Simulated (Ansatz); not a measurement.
# Ga2O3 (C2/m): refractive index against wavelength

The refractive index of Ga2O3 (C2/m) along x below the direct gap (2.46 eV on the mesh) is read from one computed spectrum, n = √(Re ε). x, y and z are the Cartesian axes of the input cell.

Symmetry: C2/m, No. 12, monoclinic system. Conventional cell: a = 12.214 Å, b = 3.037 Å, c = 5.798 Å, α = 90.00°, β = 103.83°, γ = 90.00°. Around Ga on site i lie 6 O at 1.94 to 2.07 Å. Ga on site i is surrounded by 4 O at 1.83 to 1.86 Å. O on site i is surrounded by 3 Ga at 1.83 to 1.94 Å. O on site i has 4 Ga at 1.86 to 2.07 Å as nearest neighbours. O on site i has 3 Ga at 1.83 to 1.94 Å as nearest neighbours.

Method: Ansatz 0.2.0, PBE, independent particles, k-mesh 8×8×4 with interpolation inside its cells, Gaussian parameter 0.1 eV.

Launch of the response step: `ansatz run input.yaml --threads 4 --pin off --max-ram 8192MiB --backend cpu --events-out ev --progress --plain --runs-dir out`. The run took 1.7 min, on 4 threads of Intel(R) Xeon(R) Platinum 8259CL CPU @ 2.50GHz (Skylake/Cascade Lake), on a shared host.

```tsv
wavelength (nm)	photon energy E (eV)	n
3000	0.413	2.0240
2000	0.620	2.0271
1550	0.800	2.0308
1310	0.946	2.0347
1064	1.165	?
850	1.459	2.0550
```

In the single-oscillator model n² − 1 = E₀E_d/(E₀² − E²), so 1/(n² − 1) = E₀/E_d − E²/(E₀E_d) is linear in E².

Working, on the rows shown:

| x = E² (eV²) | y = 1/(n² − 1) |
| --- | --- |
| 0.170801 | 0.322937 |
| 0.384302 | 0.321633 |
| 0.639837 | 0.320087 |
| 0.895757 | 0.318471 |
| 2.12762 | 0.310268 |

Means: x̄ = 0.84366, ȳ = 0.31868. Σ(x − x̄)(y − ȳ) = -0.01532, Σ(x − x̄)² = 2.357. Slope = -0.01532 / 2.357 = -0.006501; intercept = ȳ − slope · x̄ = 0.32416. Turned back into n, the line misses the rows shown by at most 0.00032.

Question: Fill in the last column of the withheld row.

Answer: At x = 1.3578 the line gives y = 0.31534, that is 2.0424. The run gave 2.0420, so the interpolation is off by 0.00036, 1.1 % of the range in the table.

Refitted with all rows, the slope is -0.006477 and the intercept 0.32417. These give E₀ = √(intercept/−slope) = 7.07 eV and E_d = E₀/intercept = 21.8 eV; E₀ is 2.9 times the direct gap. The electronic limit at long wavelengths, without lattice vibrations, is n = √(1 + 1/intercept) = 2.021. Excitons are left out and so are local fields; PBE gaps are as a rule too small. Spin-orbit coupling is left out.

[Logs are printed without paths, hosts, clocks, repeated set-up lines and the standing remarks that a program may print on its own settings, such as how far it seeks lower states.]
